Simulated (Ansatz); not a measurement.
# WS2 monolayer (1T): following an unstable mode

Which phase does WS2 monolayer (1T) fall into along its unstable mode, and how much energy does it gain?

Calculated with Ansatz 0.2.0; DFT PBEsol, scalar-relativistic, plane waves, PAW; PAW set soft_1.

## Step 1: The starting structure

The cell holds 3 atoms: 1 W and 2 S. Its edges and angles: a = 3.145 Å, b = 3.145 Å, c = 29.504 Å, α = 90.0°, β = 90.0°, γ = 120.0°. It derives from WS2. Vacuum lies along c.

## Step 2: Response at finite wavevector

The cell comes from relaxations at this level that are not shown. Stability and thermal properties need the whole zone. Linear response on a 6×6×1 q mesh gives force constants as far as a supercell of that size would.

Input file input.yaml:

```yaml
crystal:
  lattice:
    - [3.1452997703, 0.0, 0.0]
    - [-1.5726498852, 2.7239095036, 0.0]
    - [0.0, 0.0, 29.504]
  atoms:
    - { symbol: W, position: [0.0, 0.0, 0.3389370933] }
    - { symbol: S, position: [0.3333333333, 0.6666666667, 0.392828632] }
    - { symbol: S, position: [0.6666666667, 0.3333333333, 0.2850455545] }
  periodic: [true, true, false]
kpoints:
  mp_grid: { grid: [18, 18, 1] }
hamiltonian:
  xc: pbesol
  pseudopotentials: { kind: paw, azcp: { folder: soft_1 }, xc_functional: pbe }
scf:
  occupations: { method: methfessel_paxton, width: 0.2 }
output:
  eigenvalues: true
phonons:
  method: dfpt
  qmesh: [6, 6, 1]
  temperatures: { t_max: 1000, t_step: 50 }
  qpath:
    path:
      - [0.0, 0.0, 0.0]
      - [0.5, 0.0, 0.0]
      - [0.33333333, 0.33333333, 0.0]
      - [0.0, 0.0, 0.0]
    npoints: 10
```

Run with:

```
$ ansatz run input.yaml --threads 4 --pin off --max-ram 16384MiB --backend cpu --events-out ev --progress --plain --runs-dir out
```

Numbers of over 12 decimals in the logs are rounded to 6 here.

Output:

```text
Warning: crystal.symmetry: narrowed to the stabiliser of the run's FFT grids — unitary ops 12 → 6. A phonons.method: dfpt run fills in the rows of the dynamical matrix that it does not solve by its symmetry operations, which is exact only for operations that map its FFT grids onto themselves: filled in by any other, the frequencies could depend on the order in which like atoms are typed, or, by more than the grids' own error, on where the crystal sits among the grids' points. Excluded: 6 operations. The run can therefore solve more perturbations, solve them on more k-points, or both, and cost more. [rest of the remark cut]
Engine: ansatz 0.2.0, aarch64-unknown-linux-gnu
Pseudopotentials: kind: paw
Pseudopotential: W, paw, valence charge 14, recommended cutoff 420 eV (normal), soft_1/W.paw.azcp
Pseudopotential: S, paw, valence charge 6, recommended cutoff 420 eV (normal), soft_1/S.paw.azcp
Functional definition: PBEsol
  exchange = pbesol_x
  correlation = pbesol_c
Crystal: 3 atoms, lattice volume = 252.776 Å³
Basis set: ecut = 420 eV, 4923 PW (Γ), exchange–correlation on 48×48×400 points (8 copies of the dense FFT grid, shifted against one another)
Bands: 17, of which v1, the nominal top of the filled ones, is band 13 counted from 1 (12 counted from 0)
Symmetry: 12 space group operations
k-points: 37 of 324 (irreducible under 6 space group operations, time reversal used)
Non-local potential: W, projectors of the file, l = 0: 3, l = 1: 2, l = 2: 2, l = 3: 1
Non-local potential: S, projectors of the file, l = 0: 2, l = 1: 2, l = 2: 1
PAW form: soft (Blöchl's): semilocal exchange-correlation on the pseudo side does not see the compensation charge
PAW frozen core: W, regenerated for the run's functional, and the local potential with it (the file was generated under x = pbe(κ = 0.804, μ = 0.219515), c = pbe(β = 0.066725))
PAW frozen core: S, regenerated for the run's functional, and the local potential with it (the file was generated under x = pbe(κ = 0.804, μ = 0.219515), c = pbe(β = 0.066725))
PAW one-centre angular grid: W, 590 points (default); XC on 64 Gauss nodes
PAW one-centre angular grid: S, 110 points (default); XC on 64 Gauss nodes
Initial density: superposition of atomic densities (neutral atoms: chi_scale 0, normalization atom)
Initial wavefunctions: pseudopotential atomic-orbital guess
Functional: x = pbesol(κ = 0.804, μ = 0.123457), c = pbesol(β = 0.046)
SCF iter   1: F=—  HF=-12029.580221 eV  |F-HF|=—  |Δ(HF+E_count)|=         —  Δρ=2.03e-2  dr2=1.22e0  ethr=3.10e-3  ⟨swp⟩=16.5  Hψ=6941  notcnv=0
preconditioner: auto → LDOS  [insulator: Δε(μ)=0.178 eV  Ē_g=8.916 eV  σ=0.200 eV  W_gap=0.57  n_scr=16 (ndim 8)  ℏωp=9.9 eV  f_vac=0.755  D(μ)=0.93/eV (n_scr^D=6)  ε∞_Penn≈2.2  β→1.0]
SCF iter   2: F=—  HF=-12029.368157 eV  |F-HF|=—  |Δ(HF+E_count)|=   2.12e-1  S|Δr|=    0.00e0  Δρ=1.14e-2  dr2=6.53e-1  ethr=3.10e-3  ⟨swp⟩=4.9  Hψ=2322  notcnv=0
SCF iter   3: F=—  HF=-12029.161257 eV  |F-HF|=—  |Δ(HF+E_count)|=   2.07e-1  S|Δr|=    0.00e0  Δρ=2.02e-3  dr2=1.57e-2  ethr=2.51e-3  ⟨swp⟩=3.5  Hψ=1591  notcnv=0
SCF iter   4: F=—  HF=-12029.159516 eV  |F-HF|=—  |Δ(HF+E_count)|=   1.74e-3  S|Δr|=    0.00e0  Δρ=6.81e-4  dr2=1.53e-3  ethr=6.03e-5  ⟨swp⟩=3.4  Hψ=1564  notcnv=0
SCF iter   5: F=—  HF=-12029.159155 eV  |F-HF|=—  |Δ(HF+E_count)|=   3.60e-4  S|Δr|=    0.00e0  Δρ=1.61e-4  dr2=2.77e-5  ethr=5.89e-6  ⟨swp⟩=3.8  Hψ=1500  notcnv=0
SCF iter   6: F=—  HF=-12029.159178 eV  |F-HF|=—  |Δ(HF+E_count)|=   2.24e-5  S|Δr|=    0.00e0  Δρ=2.65e-5  dr2=2.18e-6  ethr=1.06e-7  ⟨swp⟩=3.7  Hψ=1544  notcnv=0
SCF iter   7: F=—  HF=-12029.159064 eV  |F-HF|=—  |Δ(HF+E_count)|=   1.13e-4  S|Δr|=    0.00e0  Δρ=6.06e-6  dr2=7.50e-8  ethr=8.39e-9  ⟨swp⟩=3.8  Hψ=1437  notcnv=0
SCF iter   8: F=—  HF=-12029.159065 eV  |F-HF|=—  |Δ(HF+E_count)|=   1.40e-7  S|Δr|=    0.00e0  Δρ=1.46e-6  dr2=4.83e-9  ethr=2.88e-10  ⟨swp⟩=3.1  Hψ=1382  notcnv=0
SCF iter   9: F=—  HF=-12029.159065 eV  |F-HF|=—  |Δ(HF+E_count)|=   7.72e-9  S|Δr|=    0.00e0  Δρ=4.87e-7  dr2=4.25e-10  ethr=1.86e-11  ⟨swp⟩=3.6  Hψ=1563  notcnv=0
SCF iter  10: F=—  HF=-12029.159065 eV  |F-HF|=—  |Δ(HF+E_count)|=  3.06e-10  S|Δr|=    0.00e0  Δρ=1.11e-7  dr2=2.34e-11  ethr=1.64e-12  ⟨swp⟩=4.0  Hψ=1607  notcnv=0
SCF iter  11: F=-12029.159065 eV  HF=-12029.159065 eV  |F-HF|=3.64e-12  |Δ(HF+E_count)|=  6.18e-11  S|Δr|=    0.00e0  Δρ=7.52e-9  dr2=1.34e-13  ethr=1.00e-12  ⟨swp⟩=15.2  Hψ=5490  notcnv=0
SCF 1 converged in 11 iterations: F = -12029.159065 eV  dr2 = 1.34e-13
  greatest PAW one-centre occupation: 0.999 electrons in one spin orbital (limit 2), on the W atom at site 0 (counted from 0), in its partial waves of l = 0
phonons: the bands overlap, so this run is a metal and interpolates without the dipole-dipole term. If the crystal is really an insulator or semiconductor, its LO-TO splitting is missing
NSCF: frozen V_eff on 37 k-points
NSCF: frozen V_eff on 91 k-points
DFPT response loops at q = (0, 0, 0) (fractional): preconditioner auto → none (partly filled bands, converged f_vac=0.761); β = 0.50; Broyden in place of MSR1
NSCF: frozen V_eff on 342 k-points
DFPT response loops at q = (0, 0.166667, 0) (fractional): mixed as the last ones told, above
NSCF: frozen V_eff on 342 k-points
DFPT response loops at q = (0, 0.333333, 0) (fractional): mixed as the last ones told, above
NSCF: frozen V_eff on 182 k-points
DFPT response loops at q = (0, -0.5, 0) (fractional): mixed as the last ones told, above
NSCF: frozen V_eff on 648 k-points
DFPT response loops at q = (0.166667, 0.166667, 0) (fractional): mixed as the last ones told, above
NSCF: frozen V_eff on 648 k-points
DFPT response loops at q = (0.166667, 0.333333, 0) (fractional): mixed as the last ones told, above
NSCF: frozen V_eff on 342 k-points
DFPT response loops at q = (0.333333, 0.333333, 0) (fractional): mixed as the last ones told, above
SCF converged after 11 iterations
Stability not checked: this state was not tested for a lower state beside it, because cold or Methfessel-Paxton smearing, or corrected tetrahedra, fill the levels in a way that the test cannot read (fill_not_monotonic; see scf.lower_state_search)
Free energy (F): -12029.159065 eV
Harris-Foulkes:  -12029.159065 eV  (|F-HF|=3.64e-12)
Internal energy: -12029.162084 eV  (E = F + TS)
E sigma→0 (E₀):  -12029.159819 eV
Entropy (-TS):   0.003020 eV (1.007 meV/atom)
Fermi energy:    -4.888024 eV
Step filling:    the computed levels leave a gap of 0.0070 eV = 0.0 smearing widths at the electron count; against every level under it full and every level over it empty, smearing changes F+E_penalty+E_count by +0.582 meV and its σ→0 estimate by -0.173 meV
--- Per-component energies (eV) ---
  E_band       = -623.908072
  E_kinetic    = 634.404449
  E_local      = -43856.252642  (includes V_loc(G=0)·N_el)
  E_nonlocal   = 46.946364
  E_hartree    = 21565.584065
  E_xc         = -442.162808
  E_vxc        = -396.598279  (∫ρ·V_xc dr)
  E_paw        = -9635.721151  (= ΣΔE_a)
  E_vpaw       = -183.576277  (= ΣTr[D̂ρ^β])
  E_aug_tail   = 0.000156  (compensation charges beyond the density's cutoff)
  E_ewald      = 19657.693726
  E_core_change = 0.345757  (= ΣΔE_core)
  E_smearing   = 0.003020  (= −TS)
  E_closure    = 0.000000  (closes the sum)
  Σ components = -12029.159065   (vs F -12029.159065, Δ=0.00e0)
--- Band table (eV; the first three rows and the last of 37) ---
  k-point 0: bands = [... 9 lower, -8.2893, -5.9975, -5.6835, -5.6835, -5.2435, -5.2435, -1.3841, -1.3841]
  k-point 1: bands = [... 9 lower, -8.0586, -6.2536, -6.0143, -5.9159, -5.0053, -4.9187, -1.5760, -1.4082]
  k-point 2: bands = [... 9 lower, -7.7866, -7.0456, -6.4513, -5.9838, -4.7734, -4.5001, -1.9564, -1.4503]
  k-point 36: bands = [... 9 lower, -9.1335, -9.1335, -9.0807, -4.2888, -4.2888, -3.8400, -1.1442, -1.1442]
--- Phonons (Γ-DFPT): 6 representative perturbations + reference (Σ response iterations 27) ---
  ASR residual: 1.691e-5 → 0.000e0 eV/Å²; symmetrization residual: 8.723e-6 eV/Å²
  The last average, over the group as it would stand without the narrowing to the FFT grids, took up to 2.431e-7 eV/Å² of the zone centre's force constants
  ASR residual per site (eV/Å²): 1.08e-5 1.67e-5 1.69e-5
  Γ frequencies (cm⁻¹): 0.00 0.00 0.00 225.84 225.84 276.00 276.00 371.30 383.39
--- Phonons (arbitrary-q DFPT): 7 irreducible q on the 6×6×1 mesh ---
  q = [0.0000, 0.0000, 0.0000] (star 1, of the zone-centre solve; hermiticity 6.79e-7, symmetrization 2.14e-11, taken by the last average 9.46e-9): -0.00 0.00 0.00 225.84 225.84 276.00 276.00 371.30 383.39
  q = [0.0000, 0.1667, 0.0000] (star 6, 9 solved perturbations on 171 of 324 k-point pairs; hermiticity 4.74e-7, symmetrization 2.34e-10, taken by the last average 1.06e-7): 36.23 58.37 77.61 246.77 269.26 289.28 300.13 371.72 385.60
  q = [0.0000, 0.3333, 0.0000] (star 6, 9 solved perturbations on 171 of 324 k-point pairs; hermiticity 4.21e-7, symmetrization 3.43e-10, taken by the last average 1.48e-7): -41.82 88.15 94.51 270.64 298.55 315.19 337.34 359.51 375.23
  q = [0.0000, -0.5000, 0.0000] (star 3, 9 solved perturbations on 91 of 324 k-point pairs; hermiticity 3.81e-7, symmetrization 1.57e-10, taken by the last average 1.57e-7): -212.02 56.12 117.21 281.76 298.94 325.74 342.15 359.86 373.49
  q = [0.1667, 0.1667, 0.0000] (star 6, 6 solved perturbations in 1485 linear systems a pass and spin channel, the states on 324 of 324 k-point pairs; hermiticity 5.28e-7, symmetrization 2.66e-10, taken by the last average 1.37e-7): 78.03 88.05 89.87 261.83 287.98 303.87 329.06 363.09 369.10
  q = [0.1667, 0.3333, 0.0000] (star 12, 9 solved perturbations on 324 of 324 k-point pairs: no pair is spared here; hermiticity 3.94e-7, symmetrization 0.00e0, taken by the last average 1.79e-7): -157.69 54.87 111.56 286.53 303.51 323.85 345.86 350.67 364.65
  q = [0.3333, 0.3333, 0.0000] (star 2, 6 solved perturbations in 705 linear systems a pass and spin channel, the states on 171 of 324 k-point pairs; hermiticity 3.62e-7, symmetrization 1.07e-7, taken by the last average 8.16e-8): -152.50 -152.50 114.86 309.16 315.50 315.50 339.85 344.18 344.18
  sum rule: each row above includes the acoustic sum rule's correction from the zone centre's row sums; it moved no ω² by more than (0.38 cm⁻¹)²
  mesh force constants: q→R imaginary residual 3.10e-18; ASR residual 1.691e-5 → 0.000e0 eV/Å²; symmetrization residual 5.329e-15 eV/Å²
  interpolated dispersion: 31 rows × 9 modes
  density of states and harmonic sums: on the 24×24×1 q-mesh, interpolated from the force constants of a 6×6×1 supercell (no non-analytic term)
  largest difference from the sums on the solved wave vectors: F 1.86e-2 eV, S 2.22e-5 and C_V 3.59e-6 eV/K
  zero-point energy: 0.131168 eV/cell   skipped modes (ω ≤ 0): 47, of them read as no rigid motion or as one in doubt: 44 (7.309e-1 modes/cell left out, lowest -212.02 cm⁻¹)   left out of the sums: 8.18e-2 of the cell's modes: C_V's classical limit lies that fraction below 3 k_B per atom; for a crystal, a wire or a layer, F and S can be off by more, and a phonons.interpolated_qmesh denser along its periods is the remedy for the sampling
```

Wall time 22 min (4 threads of Arm Neoverse V1, shared host); peak memory 3.1 GiB; 86 min of CPU time.

This step gave:

```yaml
gap_on_the_k_mesh: 0 eV
sum_rule_residual_before_enforcement: 1.69e-5 eV/Å²
lowest_frequency_on_the_path: -212.0 cm⁻¹
point_group: -3m
highest_frequency_on_the_path_or_at_a_solved_wavevector: 386.9 cm⁻¹
area_per_atom: 2.856 Å²
highest_optical_mode_at_the_zone_centre_no_lo_to_term: 383.4 cm⁻¹
lowest_optical_zone_centre_mode: 225.8 cm⁻¹
lowest_mode_on_the_q_mesh_acoustic_modes_at_gamma_apart: -212.0 cm⁻¹
```

Frequencies (cm⁻¹) solved at each irreducible wavevector; negative means imaginary. Frequencies by wavevector, by row:

```tsv
q in reciprocal lattice units	star	mode 1	mode 2	mode 3	mode 4	mode 5	mode 6	mode 7	mode 8	mode 9
0 0 0	1	0	0	0	225.8	225.8	276	276	371.3	383.4
0 0.1667 0	6	36.2	58.4	77.6	246.8	269.3	289.3	300.1	371.7	385.6
0 0.3333 0	6	-41.8	88.2	94.5	270.6	298.6	315.2	337.3	359.5	375.2
0 -0.5 0	3	-212	56.1	117.2	281.8	298.9	325.7	342.1	359.9	373.5
0.1667 0.1667 0	6	78	88	89.9	261.8	288	303.9	329.1	363.1	369.1
0.1667 0.3333 0	12	-157.7	54.9	111.6	286.5	303.5	323.9	345.9	350.7	364.6
0.3333 0.3333 0	2	-152.5	-152.5	114.9	309.2	315.5	315.5	339.9	344.2	344.2
```

Interpolated from a 6×6×1 q mesh. The phonon branches at the labelled points (cm⁻¹):

```tsv
point	branch 1	branch 2	branch 3	branch 4	branch 5	branch 6	branch 7	branch 8	branch 9
Γ	0	0	0	226	226	276	276	371	383
halfway	68	79	96	259	296	300	316	370	377
M	-212	56	117	282	299	326	342	360	374
halfway	-191	-22	116	291	304	328	343	354	362
K	-152	-152	115	309	316	316	340	344	344
halfway	78	88	90	262	288	304	329	363	369
Γ	0	0	0	226	226	276	276	371	383
```

The phonon branches as a text plot (rows in cm⁻¹):

```
    374 |**************************            ******************
    349 |             ******************************
    325 |         ********************************  *****
    300 |   *************************************************
    275 |*********  ***************            *****  ***********
    250 |   ********                                *********
    225 |*****                                               ****
    200 |
    175 |
    150 |
    125 |                 *******************
    100 |       ****  ****                   ************
     75 |     **************                   ************
     50 |   ******          *******                   ***  **
     25 | ******                                  **     *******
      0 |***                                                 ****
    -25 |                          *
    -50 |                           *        **
    -75 |             **
   -100 |                            *         ***
   -125 |                             ***  **
   -150 |               **               **  **
   -175 |                           *****  **
   -200 |                 **********
         Γ                   M           K                      Γ
```

Symmetry leaves 7 wavevectors to solve. The lowest mode among them, the acoustic zeros apart, lies at q = (0, -0.5, 0) and is imaginary, 212.0i cm⁻¹, so the energy falls along it.

## Step 3: The mode frozen in, largest atomic shift 0 Å

The mode followed lies at q = (0, -0.5, 0) with frequency 212.0i cm⁻¹, the softest among the wavevectors solved. At small amplitude the distorted cell has space group no. 11 by a symmetry search on the positions. The undistorted cell that holds it gives the zero of energy on the same k mesh.

System of this step: WS2 monolayer (1T). The cell holds 6 atoms: 2 W and 4 S. Its edges and angles: a = 3.145 Å, b = 5.448 Å, c = 29.504 Å, α = 90.0°, β = 90.0°, γ = 90.0°. It derives from WS2. Vacuum lies along c.

input.yaml, the sections that differ from step 2:

```yaml
crystal:
  lattice:
    - [3.1452997703, 0.0, 0.0]
    - [0.0, 5.4478190071, 0.0]
    - [0.0, 0.0, 29.504]
  atoms:
    - { symbol: W, position: [0.0, 0.0, 0.3389370933] }
    - { symbol: W, position: [0.5, 0.5, 0.3389370933] }
    - { symbol: S, position: [1.0, 0.3333333333, 0.392828632] }
    - { symbol: S, position: [0.5, 0.8333333333, 0.392828632] }
    - { symbol: S, position: [0.5, 0.1666666667, 0.2850455545] }
    - { symbol: S, position: [1.0, 0.6666666667, 0.2850455545] }
  periodic: [true, true, false]
kpoints:
  mp_grid: { grid: [12, 8, 1] }
output:
  forces: true
  stress: true
  eigenvalues: true
# hamiltonian, scf: as in step 2
# phonons: removed
```

Output:

```text
[...]
Crystal: 6 atoms, lattice volume = 505.552 Å³
Basis set: ecut = 420 eV, 9915 PW (Γ), exchange–correlation on 48×80×400 points (8 copies of the dense FFT grid, shifted against one another)
Bands: 32, of which v1, the nominal top of the filled ones, is band 26 counted from 1 (25 counted from 0)
Symmetry: 8 space group operations
[...]
k-points: 35 of 96
[...]
k-point 0: bands = [... 22 lower, -6.7367, -5.9988, -5.6846, -5.6831, -5.2452, -5.2451, -3.0344, -2.4492, ... 2 higher]
  k-point 1: bands = [... 22 lower, -6.7630, -6.3407, -6.0719, -5.9271, -4.9726, -4.8655, -3.1360, -2.7456, ... 2 higher]
  k-point 2: bands = [... 22 lower, -7.0998, -6.8422, -6.5510, -6.0072, -4.7270, -4.4086, -3.3731, -3.3154, ... 2 higher]
  k-point 34: bands = [... 22 lower, -7.2789, -7.2789, -6.7367, -6.7367, -3.0338, -3.0338, -2.4488, -2.4488, ... 2 higher]
[key lines of the parts left out:]
SCF converged after 8 iterations
Free energy (F): -24058.309503 eV
Fermi energy:    -4.885065 eV
P = ½ c Tr σ = -0.0231 N/m
```

Elapsed: 11 s, on 4 threads; peak memory 1 GiB.

Numbers from this step:

| Property | Result |
| --- | --- |
| energy from the undistorted cell | 0 meV/atom |

## Step 4: The mode frozen in, largest atomic shift 0.22 Å

The atoms are moved along the unstable eigenvector, the largest shift by 0.22 Å, with the cell fixed.

The program solves this slab on a cell height of its own, 30.7 Å, in place of the one typed.

input.yaml, the sections that differ from step 3:

```yaml
crystal:
  lattice:
    - [3.1452997703, 0.0, 0.0]
    - [0.0, 5.4478190071, 0.0]
    - [0.0, 0.0, 29.504]
  atoms:
    - { symbol: W, position: [0.0, 0.0403822814, 0.3388886654] }
    - { symbol: W, position: [0.5, 0.4596177186, 0.3389855211] }
    - { symbol: S, position: [1.0, 0.3351610152, 0.3970051184] }
    - { symbol: S, position: [0.5, 0.8315056515, 0.3886521457] }
    - { symbol: S, position: [0.5, 0.1648389848, 0.2808690681] }
    - { symbol: S, position: [1.0, 0.6684943485, 0.2892220409] }
  periodic: [true, true, false]
# kpoints, hamiltonian, scf, output: as in step 3
```

Output:

```text
[...]
k-point 0: bands = [... 22 lower, -6.7511, -6.1581, -5.6609, -5.5051, -5.3472, -5.0813, -2.8592, -2.4369, ... 2 higher]
  k-point 1: bands = [... 22 lower, -6.7818, -6.2172, -5.9870, -5.9473, -5.1076, -4.9434, -2.9568, -2.5575, ... 2 higher]
  k-point 2: bands = [... 22 lower, -6.8817, -6.7134, -6.3824, -6.2135, -4.9659, -4.9471, -3.1504, -2.6501, ... 2 higher]
  k-point 34: bands = [... 22 lower, -7.4525, -7.4525, -6.7516, -6.7516, -2.9672, -2.9672, -2.4267, -2.4267, ... 2 higher]
[key lines of the parts left out:]
SCF converged after 9 iterations
Free energy (F): -24058.776785 eV
Fermi energy:    -5.554287 eV
P = ½ c Tr σ = 1.3394 N/m
```

Run time: 14 s. Hardware: 4 threads; peak memory 1.1 GiB.

This step gave:

```
energy from the undistorted cell : -78.53 meV/atom
```

The energy, extrapolated to zero smearing, is -78.53 meV/atom against the undistorted cell.

## Step 5: Energy along the mode, all amplitudes (two of the runs are shown above)

An imaginary frequency means negative curvature, so the energy should fall and then rise again as anharmonic terms take over.

This step gave:

```yaml
depth_at_the_lowest_point_sampled: 78.53 meV/atom
largest_atomic_shift_at_that_point: 0.22 Å
```

Table of energy from the parent by largest atomic shift:

```tsv
largest atomic shift (Å)	energy from the parent (meV/atom)
0.000	0
0.040	-8.26
0.080	-26.5
0.140	-54.5
0.220	-78.5
0.320	-40.3
0.450	220
```

Displacement at unit largest shift by atom:

```tsv
atom	x (Å)	y (Å)	z (Å)	size
W1	0.00	1.00	-0.01	1.00
W2	0.00	-1.00	0.01	1.00
S3	0.00	0.04	0.56	0.56
S4	0.00	-0.04	-0.56	0.56
S5	0.00	-0.04	-0.56	0.56
S6	0.00	0.04	0.56	0.56
```

The lowest of the steps tried is at 0.22 Å, 78.5 meV/atom below the parent; the bottom of the well need not coincide with a step.

[end of part 1 of 2]

[Logs are printed without paths, hosts, clocks, repeated set-up lines and the standing remarks that a program may print on its own settings, such as how far it seeks lower states.]

[Hosts, paths, dates, database ids (printed as entryN), source tags and the programs' standing remarks are cut or masked in the printed files.]
